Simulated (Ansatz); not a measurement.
## Br on Nb(110): change of the work function

How does Br on the longbridge site change the work function of Nb(110) as the layer fills?

Program: Ansatz 0.2.0. Level of theory: plane-wave DFT, PBE, Ansatz PAW. Results are calculated unless marked as measured.

Report form: the programs' logs are mostly left out.

## Step 1: Set-up

The cell holds 4 atoms: 4 Nb. Its edges and angles: a = 2.858 Å, b = 2.858 Å, c = 25.000 Å, α = 90.0°, β = 90.0°, γ = 70.5°. Vacuum lies along c.

Coordinates:

```cif
data_structure
_symmetry_space_group_name_H-M 'P 1'
_symmetry_Int_Tables_number 1
_cell_length_a 2.8579
_cell_length_b 2.8579
_cell_length_c 25.0004
_cell_angle_alpha 90.000
_cell_angle_beta 90.000
_cell_angle_gamma 70.529
_cell_volume 192.51
loop_
_atom_site_label
_atom_site_type_symbol
_atom_site_fract_x
_atom_site_fract_y
_atom_site_fract_z
_atom_site_occupancy
Nb1 Nb 0.00000 0.00000 0.35999 1
Nb2 Nb 0.50000 0.50000 0.45333 1
Nb3 Nb 0.00000 0.00000 0.54667 1
Nb4 Nb 0.50000 0.50000 0.64001 1
```

## Step 2: The clean slab

The bare slab comes first, as the zero from which every change is counted. The two lowest layers are held at bulk places and the upper ones relax. The dipole correction removes the false field that a one-sided slab makes across the periodic vacuum, so each face gets a flat vacuum level of its own.

Contents of input.yaml:

```yaml
crystal:
  lattice:
    - [2.3334523779, -1.65, 0.0]
    - [2.3334523779, 1.65, 0.0]
    - [0.0, 0.0, 25.0003571337]
  atoms:
    - { symbol: Nb, position: [0.0, 0.0, 0.3599948573] }
    - { symbol: Nb, position: [0.5, 0.5, 0.4533316191] }
    - { symbol: Nb, position: [0.0, 0.0, 0.5466683809] }
    - { symbol: Nb, position: [0.5, 0.5, 0.6400051427] }
kpoints:
  mp_grid: { grid: [11, 11, 1] }
hamiltonian:
  xc: pbe
scf:
  occupations: { method: fermi_dirac, width: 0.1 }
  convergence: { dr2_threshold: 1.0e-08 }
efield:
  axis: 3
  dipole_correction: true
  ramp_position: 0.97
  ramp_width: 0.06
relax:
  f_tol: 0.02
  max_steps: 60
  constraints: [{ sites: [0, 1] }]
output:
  write_potential: true
  write_density: true
  volumetric_format: npy
```

Run with:

```bash
ansatz run input.yaml --threads 4 --pin off --max-ram 6144MiB --backend cpu --events-out ev --progress --plain --runs-dir out
```

It took 13 s on 4 threads of AMD EPYC 7R43, shared host; peak memory 0.57 GiB; 49 s of CPU time.

The steps of the relaxation:

| step | energy less that of the first step (eV) | largest force component (eV/Å) |
| --- | --- | --- |
| 1 | 0.0000 | 0.4320 |
| 2 | 0.0056 | 0.6145 |
| 3 | -0.0188 | 0.0234 |
| 4 | -0.0189 | 0.0064 |

Relaxation step 2 was tried and not accepted.

Forces are held to the 4 operations that the run works with; a distortion that breaks them can't arise in this run.

The atoms that moved most (Å):

| atom | dx | dy | dz | length |
| --- | --- | --- | --- | --- |
| Nb4 | 0.000 | 0.000 | -0.067 | 0.067 |
| Nb3 | 0.000 | 0.000 | 0.029 | 0.029 |

The relaxed structure:

```xyz
4
Lattice="2.3335 -1.6500 0.0000 2.3335 1.6500 0.0000 0.0000 0.0000 25.0004" Properties=species:S:1:pos:R:3
Nb    0.0000    0.0000    9.0000
Nb    2.3335    0.0000   11.3335
Nb    0.0000    0.0000   13.6963
Nb    2.3335    0.0000   15.9330
```

Numbers from this step:

```
energy at zero smearing        : -18207.1372 eV
work function, upper face      : 4.485 eV
work function, lower face      : 4.532 eV
dipole along the normal        : 0.001984 e·Å
step between the vacuum levels : -0.04661 eV
```

Running mean over 2.333 Å of the planar mean; the ramp of the sawtooth is left out. Electron's electrostatic potential energy less the Fermi level against z:

z (Å), electron's electrostatic potential energy less the Fermi level (eV) and a bar from the least value:
```
        4        4.5 ##############################
        5        4.5 ##############################
        6        4.3 ##############################
        7        2.8 ###########################
        8       -5.9 ###########
        9      -11.0 ##
       10      -10.9 ##
       11      -10.9 ##
       12      -10.8 ##
       13      -10.7 ##
       14      -11.2 #
       15      -11.9 
       16      -11.1 ##
       17       -5.2 ############
       18        3.0 ###########################
       19        4.3 ##############################
       20        4.5 ##############################
       21        4.5 ##############################
```

The relaxation took 4 steps and lowered the energy by 0.019 eV; the largest force on the free atoms ends at 0.0064 eV/Å.

The work function of the upper face is 4.49 eV.

## Step 3: Adsorbate added, k-mesh 6×6×1, coverage 0.25 ML

System of this step: Br/Nb(110). The cell holds 17 atoms: 16 Nb and 1 Br. Its edges and angles: a = 5.716 Å, b = 5.716 Å, c = 27.417 Å, α = 90.0°, β = 90.0°, γ = 70.5°. Vacuum lies along c.

The clean slab as it ended is repeated in the plane and the adsorbate is set on one face; the cell's size fixes the coverage, and the k-mesh shrinks with it to keep the sampling density about even. Adsorbate and upper layers relax, since the dipole depends on the height.

Contents of input.yaml:

```yaml
crystal:
  lattice:
    - [4.6669047558, -3.3, 0.0]
    - [4.6669047558, 3.3, 0.0]
    - [0.0, 0.0, 27.4169313467]
  atoms:
    - { symbol: Nb, position: [0.0, 0.0, 0.3282643081] }
    - { symbol: Nb, position: [0.25, 0.25, 0.4133742116] }
    - { symbol: Nb, position: [0.0, 0.0, 0.4995550182] }
    - { symbol: Nb, position: [0.25, 0.25, 0.5811379145] }
    - { symbol: Nb, position: [0.0, 0.5, 0.3282643081] }
    - { symbol: Nb, position: [0.25, 0.75, 0.4133742116] }
    - { symbol: Nb, position: [0.0, 0.5, 0.4995550182] }
    - { symbol: Nb, position: [0.25, 0.75, 0.5811379145] }
    - { symbol: Nb, position: [0.5, 0.0, 0.3282643081] }
    - { symbol: Nb, position: [0.75, 0.25, 0.4133742116] }
    - { symbol: Nb, position: [0.5, 0.0, 0.4995550182] }
    - { symbol: Nb, position: [0.75, 0.25, 0.5811379145] }
    - { symbol: Nb, position: [0.5, 0.5, 0.3282643081] }
    - { symbol: Nb, position: [0.75, 0.75, 0.4133742116] }
    - { symbol: Nb, position: [0.5, 0.5, 0.4995550182] }
    - { symbol: Nb, position: [0.75, 0.75, 0.5811379145] }
    - { symbol: Br, position: [0.0, 0.0, 0.6717356919] }
kpoints:
  mp_grid: { grid: [6, 6, 1] }
hamiltonian:
  xc: pbe
scf:
  occupations: { method: fermi_dirac, width: 0.1 }
  convergence: { dr2_threshold: 1.0e-08 }
efield:
  axis: 3
  dipole_correction: true
  ramp_position: 0.97
  ramp_width: 0.06
relax:
  f_tol: 0.02
  max_steps: 60
  constraints: [{ sites: [0, 1, 4, 5, 8, 9, 12, 13] }]
output:
  bader: true
  dos: { projected: true, e_range: [-8, 4] }
  write_potential: true
  write_density: true
  volumetric_format: npy
  elf: true
```

Wall time 3.4 min (4 threads); peak memory 3 GiB; 13 min of CPU time.

This run has no spin polarisation although its electron count is odd.

Step by step:

| step | energy less that of the first step (eV) | largest force component (eV/Å) |
| --- | --- | --- |
| 1 | 0.0000 | 1.5623 |
| 2 | -0.4154 | 0.9729 |
| 3 | -0.5090 | 0.2854 |
| 4 | -0.5223 | 0.1457 |
| 5 | -0.5255 | 0.0278 |
| 6 | -0.5256 | 0.0063 |

The run keeps the 4 symmetry operations that it works with, so distortions that break them were not tested.

The atoms that moved most (Å):

| atom | dx | dy | dz | length |
| --- | --- | --- | --- | --- |
| Br17 | 0.000 | 0.000 | -0.408 | 0.408 |
| Nb8 | 0.000 | -0.105 | 0.054 | 0.118 |
| Nb12 | 0.000 | 0.105 | 0.054 | 0.118 |
| Nb15 | 0.000 | 0.000 | -0.073 | 0.073 |
| Nb4 | 0.044 | 0.000 | 0.022 | 0.049 |
| Nb16 | -0.044 | 0.000 | 0.022 | 0.049 |
| Nb3 | 0.000 | 0.000 | 0.028 | 0.028 |
| Nb11 | 0.000 | 0.000 | 0.006 | 0.006 |

Final coordinates:

```xyz
17
Lattice="4.6669 -3.3000 0.0000 4.6669 3.3000 0.0000 0.0000 0.0000 27.4169" Properties=species:S:1:pos:R:3
Nb    0.0000    0.0000    9.0000
Nb    2.3335    0.0000   11.3335
Nb    0.0000    0.0000   13.7242
Nb    2.3771    0.0000   15.9551
Nb    2.3335    1.6500    9.0000
Nb    4.6669    1.6500   11.3335
Nb    2.3335    1.6500   13.7018
Nb    4.6669    1.5448   15.9867
Nb    2.3335   -1.6500    9.0000
Nb    4.6669   -1.6500   11.3335
Nb    2.3335   -1.6500   13.7018
Nb    4.6669   -1.5448   15.9867
Nb    4.6669    0.0000    9.0000
Nb    7.0004    0.0000   11.3335
Nb    4.6669    0.0000   13.6236
Nb    6.9567    0.0000   15.9551
Br    0.0000    0.0000   18.0088
```

Numbers from this step:

* energy at zero smearing: -75614.5575 eV
* work function, upper face: 4.128 eV
* work function, lower face: 4.526 eV
* dipole along the normal: 0.06775 e·Å
* step between the vacuum levels: -0.3980 eV

Running mean over 2.333 Å of the planar mean; the ramp of the sawtooth is left out. The electron's electrostatic potential energy less the Fermi level by z:

| z (Å) | electron's electrostatic potential energy less the Fermi level (eV) |
| --- | --- |
| 3.5 | 4.53 |
| 4.0 | 4.52 |
| 4.5 | 4.52 |
| 5.0 | 4.51 |
| 5.5 | 4.46 |
| 6.0 | 4.34 |
| 6.5 | 3.94 |
| 7.0 | 2.80 |
| 7.5 | -0.550 |
| 8.0 | -5.89 |
| 8.5 | -9.87 |
| 9.0 | -11.1 |
| 9.5 | -11.1 |
| 10.0 | -11.0 |
| 10.5 | -10.9 |
| 11.0 | -10.9 |
| 11.5 | -10.9 |
| 12.0 | -10.8 |
| 12.5 | -10.7 |
| 13.0 | -10.8 |
| 13.5 | -10.9 |
| 14.0 | -11.0 |
| 14.5 | -11.4 |
| 15.0 | -11.5 |
| 15.5 | -11.4 |
| 16.0 | -11.3 |
| 16.5 | -10.5 |
| 17.0 | -7.57 |
| 17.5 | -3.18 |
| 18.0 | -0.243 |
| 18.5 | 0.940 |
| 19.0 | 2.07 |
| 19.5 | 3.29 |
| 20.0 | 3.95 |
| 20.5 | 4.09 |
| 21.0 | 4.12 |
| 21.5 | 4.13 |
| 22.0 | 4.13 |
| 22.5 | 4.13 |
| 23.0 | 4.13 |
| 23.5 | 4.13 |
| 24.0 | 4.13 |

The density of states has structure finer than the step of the table below, so its rows give means over 0.25 eV, whole bins alone (the curve runs from -8 to 1.5 eV). Peaks (eV: height): -2.500: 26.7, -1.380: 44.1, -1.170: 30.4, -0.930: 29.6, -0.600: 34.3, -0.450: 34.7, -0.210: 28.8.

The density of states by energy, zero at the Fermi level; means over each step:

| energy (eV) | density of states (states/eV a cell) |
| --- | --- |
| -6.00 | 0 |
| -5.75 | 1.20 |
| -5.50 | 3.80 |
| -5.25 | 3.53 |
| -5.00 | 12.2 |
| -4.75 | 5.24 |
| -4.50 | 1.28 |
| -4.25 | 2.32 |
| -4.00 | 2.71 |
| -3.75 | 3.60 |
| -3.50 | 7.08 |
| -3.25 | 18.1 |
| -3.00 | 16.1 |
| -2.75 | 21.3 |
| -2.50 | 24.1 |
| -2.25 | 19.9 |
| -2.00 | 14.6 |
| -1.75 | 11.2 |
| -1.50 | 31.4 |
| -1.25 | 29.6 |
| -1.00 | 23.2 |
| -0.75 | 21.6 |
| -0.50 | 29.8 |
| -0.25 | 25.0 |
| 0.00 | 20.9 |
| 0.25 | 16.9 |
| 0.50 | 11.4 |
| 0.75 | 13.2 |
| 1.00 | 11.9 |
| 1.25 | 14.0 |

Projected DOS per atom over height of the atomic layer and energy from the Fermi level. Layers: Nb4 Nb4 Nb4 Nb4 Br from below.

Ten even steps from '_' (0.0 states/eV) to '@' (4.5 states/eV), each cell a mean:
```
::....::__
........__
::......__
--::::--__
==------__
--::::--__
======--__
..::::::__
::::::::__
--------__
..::::..__
......____
__________
__________
________@@
________@@
________--
__________
__________
__________
__________
__________
```
Columns: height of the atomic layer (Å) from 9 to 18.0 (not evenly spaced); rows upwards: energy from the Fermi level (eV) from -7.96 to 1.45.

Valence density in the ca plane at fractional y = 0.000, with atoms of Nb and Br within 0.2 Å of it. It is the smooth field of the valence electrons, not physical close to the nuclei.

Ten steps, logarithmic in the rise over the least value, from '0' (0.0 e/Å³) to '9' (5.0 e/Å³), each cell a mean:
```
99743333334799974333335665664200000000000000
87543333334578764333334566653100000000000000
55433343333455543333333455432000000000000000
44333344333344433333332222210000000000000000
55433343333455543333332211100000000000000000
87543333334688854333332110000000000000000000
99743333334799974333322110000000000000000000
99853333335899985333322110000000000000000000
98643333334799964333332110000000000000000000
76433333333567643333332111000000000000000000
44333344333344433333332222110000000000000000
44333344333344433333333344321000000000000000
76433333333467643333334566542100000000000000
99643333334799974333335666663100000000000000
99853333334899985333335653664200000000000000
```
Columns run along c (16.0 Å, from fractional 0.33 to 0.91 of the cell), rows up along a (5.7 Å). Atoms in or near the plane, at fractional coordinates: Nb at (0.33, 0.00), Nb at (0.50, 0.00), Nb at (0.33, 0.50), Nb at (0.50, 0.50), Br at (0.66, 0.00).

Electrostatic potential energy in the ca plane at fractional y = 0.000, with atoms of Nb and Br within 0.2 Å of it. With pseudopotentials it is smooth inside the atoms' cores, unlike the true potential.

Ten even steps from '0' (-71 eV) to '9' (8 eV), each cell a mean:
```
01589999998400048999998400169999999999999999
35799999999743479999999743589999999999999999
78999999999987899999999988999999999999999999
99999999999999999999999999999999999999999999
78999999999987899999999999999999999999999999
34799999999743479999999999999999999999999999
01589999998400158999999999999999999999999999
00489999998400048999999999999999999999999999
12689999998521268999999999999999999999999999
56899999999866689999999999999999999999999999
89999999999988899999999999999999999999999999
89999999999988899999999999999999999999999999
66899999999866689999999876799999999999999999
12689999998621258999998620279999999999999999
00489999998400048999998300059999999999999999
```
Columns run along c (16.0 Å, from fractional 0.33 to 0.91 of the cell; values clipped at the 3rd and 97th percentile), rows up along a (5.7 Å). Atoms in or near the plane, at fractional coordinates: Nb at (0.33, 0.00), Nb at (0.50, 0.00), Nb at (0.33, 0.50), Nb at (0.50, 0.50), Br at (0.66, 0.00).

ELF in the ca plane at fractional y = 0.000, with atoms of Nb and Br within 0.2 Å of it. It is the smooth field of the valence electrons, not physical close to the nuclei.

Ten even steps from '0' (0.00) to '9' (0.89), each cell a mean:
```
57634433432675762353238820499741000000000000
86334433442367632443226988998631000000000000
33344323454223223443224789986420000000000000
33454323355432235433222356653200000000000000
33344323444233223433332211111000000000000000
76334433442377632433333210000000000000000000
57634533432675762344345421000000000000000000
37634544432763772344445421000000000000000000
77424433432577752343344320000000000000000000
64234333443245423433333211000000000000000000
33344323455322234433322233332100000000000000
33344323455322234443222578875310000000000000
64234323443245422443225899997521000000000000
78424433442588852443237964799741000000000000
27634544432762672354248710299741000000000000
```
Columns run along c (16.0 Å, from fractional 0.33 to 0.91 of the cell), rows up along a (5.7 Å). Atoms in or near the plane, at fractional coordinates: Nb at (0.33, 0.00), Nb at (0.50, 0.00), Nb at (0.33, 0.50), Nb at (0.50, 0.50), Br at (0.66, 0.00).

The relaxation took 6 steps and lowered the energy by 0.53 eV; the largest force on the free atoms ends at 0.0063 eV/Å.

By hand: a sheet of dipoles makes a step −p/(ε₀A) in the electron's potential. With e/ε₀ = 180.95 V·Å, p = 0.06775 e·Å and A = 30.80 Å², that is −180.95 × (0.06775) / 30.80 = -0.398 eV, and the two vacuum levels of the run differ by -0.398 eV.

The covered face has 4.13 eV, -0.36 eV against the clean one; the bare back face has moved by -0.01 eV, a measure of how thin the slab is.

## Step 4: Adsorbate added, k-mesh 6×6×1, coverage 0.5 ML

System of this step: Br/Nb(110). The cell holds 18 atoms: 16 Nb and 2 Br. Cell: a = 5.716 Å, b = 5.716 Å, c = 27.417 Å, α = 90.0°, β = 90.0°, γ = 70.5°. Vacuum lies along c.

Another coverage, to see how the dipoles act on each other as their distance changes.

Changes to input.yaml since step 3:

```diff
@@ -23,2 +23,3 @@
     - { symbol: Br, position: [0.0, 0.0, 0.6717356919] }
+    - { symbol: Br, position: [0.5, 0.5, 0.6717356919] }
 kpoints:
@@ -45,2 +46 @@
   volumetric_format: npy
-  elf: true
```

It took 3.6 min on 4 threads; peak memory 3.2 GiB; 14 min of CPU time.

The steps of the relaxation:

| step | energy less that of the first step (eV) | largest force component (eV/Å) |
| --- | --- | --- |
| 1 | 0.0000 | 1.7916 |
| 2 | -0.8535 | 0.5508 |
| 3 | -0.9099 | 0.3221 |
| 4 | -0.9117 | 0.2381 |
| 5 | -0.9282 | 0.0372 |
| 6 | -0.9287 | 0.0021 |

Forces are held to the 8 operations that the run works with; a distortion that breaks them can't arise in this run.

The atoms that moved most (Å):

| atom | dx | dy | dz | length |
| --- | --- | --- | --- | --- |
| Br18 | 0.000 | 0.000 | -0.340 | 0.340 |
| Br17 | 0.000 | 0.000 | -0.340 | 0.340 |
| Nb4 | 0.000 | 0.000 | 0.088 | 0.088 |
| Nb16 | 0.000 | 0.000 | 0.088 | 0.088 |
| Nb12 | 0.000 | 0.000 | 0.062 | 0.062 |
| Nb8 | 0.000 | 0.000 | 0.062 | 0.062 |
| Nb3 | 0.000 | 0.000 | -0.058 | 0.058 |
| Nb15 | 0.000 | 0.000 | -0.058 | 0.058 |

The relaxed structure:

```xyz
18
Lattice="4.6669 -3.3000 0.0000 4.6669 3.3000 0.0000 0.0000 0.0000 27.4169" Properties=species:S:1:pos:R:3
Nb    0.0000    0.0000    9.0000
Nb    2.3335    0.0000   11.3335
Nb    0.0000    0.0000   13.6383
Nb    2.3335    0.0000   16.0209
Nb    2.3335    1.6500    9.0000
Nb    4.6669    1.6500   11.3335
Nb    2.3335    1.6500   13.7063
Nb    4.6669    1.6500   15.9951
Nb    2.3335   -1.6500    9.0000
Nb    4.6669   -1.6500   11.3335
Nb    2.3335   -1.6500   13.7063
Nb    4.6669   -1.6500   15.9951
Nb    4.6669    0.0000    9.0000
Nb    7.0004    0.0000   11.3335
Nb    4.6669    0.0000   13.6383
Nb    7.0004    0.0000   16.0209
Br    0.0000    0.0000   18.0771
Br    4.6669    0.0000   18.0771
```

This step gave:

```yaml
energy_at_zero_smearing: -78399.9507 eV
work_function_upper_face: 3.795 eV
work_function_lower_face: 4.539 eV
dipole_along_the_normal: 0.1266 e·Å
step_between_the_vacuum_levels: -0.7438 eV
```

The density of states has structure finer than the step of the table below, so its rows give means over 0.25 eV, whole bins alone (the curve runs from -8 to 1.53 eV). Peaks (eV: height): -5.320: 43.1, -1.500: 42.2, -1.380: 37.1, -1.200: 29.8, -0.960: 32.5, -0.660: 39.2, -0.450: 33.5.

Table of density of states by energy, zero at the Fermi level; means over each step:

energy (eV), density of states (states/eV a cell) and a bar:
```
    -6.75        0.0 
    -6.50        0.2 
    -6.25        3.9 ####
    -6.00        3.8 ####
    -5.75        6.3 ######
    -5.50        5.9 ######
    -5.25       14.9 ###############
    -5.00        5.6 ######
    -4.75        4.9 #####
    -4.50        2.8 ###
    -4.25        3.7 ####
    -4.00        3.2 ###
    -3.75        3.5 ###
    -3.50        8.7 #########
    -3.25       18.9 ###################
    -3.00       16.3 ################
    -2.75       20.7 ####################
    -2.50       23.8 ########################
    -2.25       20.5 ####################
    -2.00       15.8 ################
    -1.75       11.9 ############
    -1.50       30.4 ##############################
    -1.25       26.3 ##########################
    -1.00       24.7 ########################
    -0.75       21.4 #####################
    -0.50       28.5 ############################
    -0.25       24.5 ########################
     0.00       20.4 ####################
     0.25       16.4 ################
     0.50       12.5 ############
     0.75       11.0 ###########
     1.00       13.3 #############
     1.25       13.7 ##############
```

Projected DOS per atom over height of the atomic layer and energy from the Fermi level. Layers: Nb4 Nb4 Nb4 Nb4 Br2 from below.

Values in states/eV, 22 rows by 5 columns, each cell a mean:
```
1.08 0.57 0.49 1.12 0.22
0.92 0.52 0.47 0.78 0.19
1.19 0.53 0.53 0.90 0.14
1.51 1.10 1.10 1.15 0.13
2.30 1.50 1.55 1.53 0.15
1.61 1.21 1.33 1.36 0.19
1.81 1.94 1.72 1.47 0.11
0.92 1.03 1.09 1.01 0.09
1.12 0.96 1.13 1.33 0.33
1.32 1.52 1.49 1.27 0.27
0.87 1.45 1.27 0.63 0.32
0.46 0.68 0.69 0.42 0.72
0.16 0.20 0.18 0.09 0.26
0.11 0.13 0.12 0.12 0.61
0.06 0.12 0.09 0.22 1.50
0.04 0.09 0.07 0.51 3.46
0.00 0.00 0.02 0.32 2.27
0.00 0.00 0.03 0.23 1.44
0.00 0.00 0.00 0.04 0.39
0.00 0.00 0.00 0.00 0.00
0.00 0.00 0.00 0.00 0.00
0.00 0.00 0.00 0.00 0.00
```
Columns: height of the atomic layer (Å) from 9 to 18.1 (not evenly spaced); rows upwards: energy from the Fermi level (eV) from -7.96 to 1.45.

The relaxation took 6 steps and lowered the energy by 0.93 eV; the largest force on the free atoms ends at 0.0021 eV/Å.

The covered face has 3.79 eV, -0.69 eV against the clean one; the bare back face has moved by +0.01 eV, a measure of how thin the slab is.

(Part 1 of 2 ends here.)

[Logs are printed without paths, hosts, clocks, repeated set-up lines and the standing remarks that a program may print on its own settings, such as how far it seeks lower states.]

[Hosts, paths, dates, database ids (printed as entryN), source tags and the programs' standing remarks are cut or masked in the printed files.]

[Maps of the electrostatic potential energy from Ansatz leave out the sawtooth potential of an applied field or a dipole correction, so their vacuum need not be flat; planar profiles and work functions include it.]

[The density of states shown here was stored with 400 of the rows of the run's finer table, so its peaks can read low, often by over a quarter, or be missed, and its means over a window can be off by a tenth or more.]
